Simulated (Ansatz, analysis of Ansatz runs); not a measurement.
# Na2WO4 (Fd-3m), nudged elastic band: Na_i by the interstitialcy path (q = +1), part 2 of 4

How high is the barrier when Na changes place in Na2WO4 (Fd-3m)? The case: Na_i by the interstitialcy path, charge +1, in a cell of 56 host atoms with 1 Na put in.

Ansatz 0.2.0; plane-wave PAW DFT, PBEsol; nudged elastic band between two relaxed defect structures at fixed charge in a uniform background.

So far: Set-up; Relaxation of the start point, charge +1.

**3. Relaxation of the end point, charge +1**

Level of this step: plane-wave PAW DFT, PBEsol; relaxation of all atoms of a defect supercell at fixed charge in a uniform background (Ansatz).

The end point is relaxed in the same cell and settings, so that the two energies compare. Atoms more than 3.2 Å from the middle of the hop start where the first relaxation left them, the nearer ones on or close to their ideal places, with small random displacements.

The input, qp1.end/input.yaml:

```yaml
crystal:
  lattice:
    - [9.1091061, 0.0, 0.0]
    - [0.0, 9.1091061, 0.0]
    - [0.0, 0.0, 9.1091061]
  atoms:
    - { symbol: Na, position: [0.0, 0.5, 0.5] }
    - { symbol: Na, position: [0.12357509, 0.87122924, 0.87117447] }
[... 2 atom lines left out ...]
    - { symbol: Na, position: [0.375, 0.125, 0.375] }
[... 3 atom lines left out ...]
    - { symbol: Na, position: [0.375, 0.375, 0.125] }
[... 3 atom lines left out ...]
    - { symbol: Na, position: [0.125, 0.125, 0.125] }
[... 15 atom lines left out ...]
    - { symbol: O, position: [0.13671203, 0.36328797, 0.63671203] }
[... 4 atom lines left out ...]
    - { symbol: O, position: [0.13671203, 0.63671203, 0.36328797] }
[... 4 atom lines left out ...]
    - { symbol: O, position: [0.86328797, 0.36328797, 0.36328797] }
[... 1 atom line left out ...]
    - { symbol: O, position: [0.38671203, 0.11328797, 0.11328797] }
[... 3 atom lines left out ...]
    - { symbol: O, position: [0.11328797, 0.38671203, 0.11328797] }
[... 3 atom lines left out ...]
    - { symbol: O, position: [0.11328797, 0.11328797, 0.38671203] }
[... 3 atom lines left out ...]
    - { symbol: O, position: [0.38671203, 0.38671203, 0.38671203] }
[... 3 atom lines left out ...]
    - { symbol: Na, position: [0.125, 0.375, 0.375] }
total_charge: 1
basis:
  ecutwfc: 420
  xc_grid: 2
hamiltonian:
  xc: pbesol
kpoints:
  mp_grid: { grid: [1, 1, 1], shift: [0.25, 0.25, 0.25] }
scf:
  occupations: { method: fixed }
  max_iter: 100
output:
  forces: true
relax:
  f_tol: 0.02
  max_steps: 70
  random_displacement: { amplitude: 0.01, seed: 101 }
```

Launch:

```
$ ansatz run input.yaml --threads 8 --pin off --max-ram 14131MiB --backend cpu --events-out ev --progress --plain --runs-dir out
```

Numbers of over 12 decimals in the logs are rounded to 6 here.

Output:

```text
[...]
Crystal: 57 atoms, lattice volume = 755.835 Å³
Basis set: ecut = 420 eV, 14771 PW (Γ), exchange–correlation on 128×128×128 points (8 copies of the dense FFT grid, shifted against one another)
Bands: 285, of which v1, the nominal top of the filled ones, is band 228 counted from 1 (227 counted from 0)
Symmetry: 1 space group operations
k-points: 1
[...]
SCF iter   1: F=—  HF=-127560.341901 eV  |F-HF|=—  |Δ(HF+E_count)|=         —  Δρ=7.30e-1  dr2=2.20e4  ethr=1.77e-3  ⟨swp⟩=24.0  Hψ=3520  notcnv=0  defer=57
[...]
SCF iter  16: F=-125133.357730 eV  HF=-125133.357732 eV  |F-HF|=2.05e-6  |Δ(HF+E_count)|=   5.51e-7  Δρ=2.30e-5  dr2=3.54e-6  ethr=2.19e-9  ⟨swp⟩=6.0  Hψ=911  notcnv=0
SCF 1 converged in 16 iterations: F = -125133.357730 eV  dr2 = 3.54e-6
[...]
atom  57  Na    -0.00053775     0.00031874     0.00047099
  max |Σ_I F_I| component: 1.14e-5 eV/Å
--- Relaxed structure (5 steps of the walk, 5 accepted, 0 SCFs on fresh bases) ---
  F+E_penalty+E_count = -125135.21937622 eV   max|allowed force component| = 4.529e-3 eV/Å
  atoms:
    - { symbol: Na, position: [-0.000111, 0.500102, 0.500072] }
    - { symbol: Na, position: [0.126061, 0.879357, 0.879336] }
[...]
- { symbol: Na, position: [0.378957, 0.121221, 0.374124] }
[...]
- { symbol: Na, position: [0.378940, 0.374191, 0.121162] }
[...]
- { symbol: Na, position: [0.125976, 0.121248, 0.121186] }
[...]
- { symbol: O, position: [0.135338, 0.364787, 0.635738] }
[...]
- { symbol: O, position: [0.864267, 0.364769, 0.364676] }
    [... 5 atoms left out ...]
    - { symbol: O, position: [0.114304, 0.385989, 0.111194] }
    [... 3 atoms left out ...]
    - { symbol: O, position: [0.114310, 0.111242, 0.385896] }
    [... 3 atoms left out ...]
    - { symbol: O, position: [0.389092, 0.385945, 0.385894] }
    [... 3 atoms left out ...]
    - { symbol: Na, position: [0.149250, 0.351100, 0.351038] }
[key lines of the parts left out:]
SCF converged after 8 iterations
Free energy (F): -125135.219376 eV
Fermi energy:    4.535716 eV
```

Elapsed: 39 s, on 8 threads of Arm Neoverse V2, shared host; peak memory 1.4 GiB; 4.9 min of CPU time.

The steps of the relaxation:

```
step  energy less that of the first step (eV)  largest force component (eV/Å)
   1                                   0.0000                          1.7914
   2                                  -1.0387                          1.1395
   3                                  -1.7831                          0.2899
   4                                  -1.8601                          0.0291
   5                                  -1.8616                          0.0045
```

The atoms that moved most (Å, from the sites as typed, ahead of the random displacement):

```
atom      dx      dy      dz  length
Na57   0.220  -0.219  -0.219   0.380
Na11  -0.182  -0.230   0.184   0.346
 Na8  -0.183   0.184  -0.230   0.346
Na14   0.229   0.183   0.183   0.346
 Na3  -0.074  -0.023   0.073   0.106
 Na4  -0.073   0.073  -0.022   0.106
 Na2   0.022   0.072   0.073   0.105
Na10   0.028   0.073  -0.029   0.083
```

Neighbours of Na57 at the end:

```
atom  distance (Å)
 O53         2.230
 O45         2.231
 O49         2.231
 Na1         2.353
 O29         2.599
 O34         2.599
 O39         2.602
 Na9         2.968
 Na5         2.968
Na13         2.969
```

Read from the output:

- free energy: -125135.2194 eV
- r.m.s. move of the farther half of the atoms: 0.03529 Å
- largest move from the ideal geometry of this structure, a common shift of the far atoms taken out: 0.3879 Å

The relaxation gained 1.862 eV and ended with a largest force component of 0.0045 eV/Å. The end lies within 1 meV of the start.

[end of part 2 of 4]

[Logs are printed without paths, hosts, clocks, repeated set-up lines and the standing remarks that a program may print on its own settings, such as how far it seeks lower states.]

[Hosts, paths, dates, database ids (printed as entryN), source tags and the programs' standing remarks are cut or masked in the printed files.]
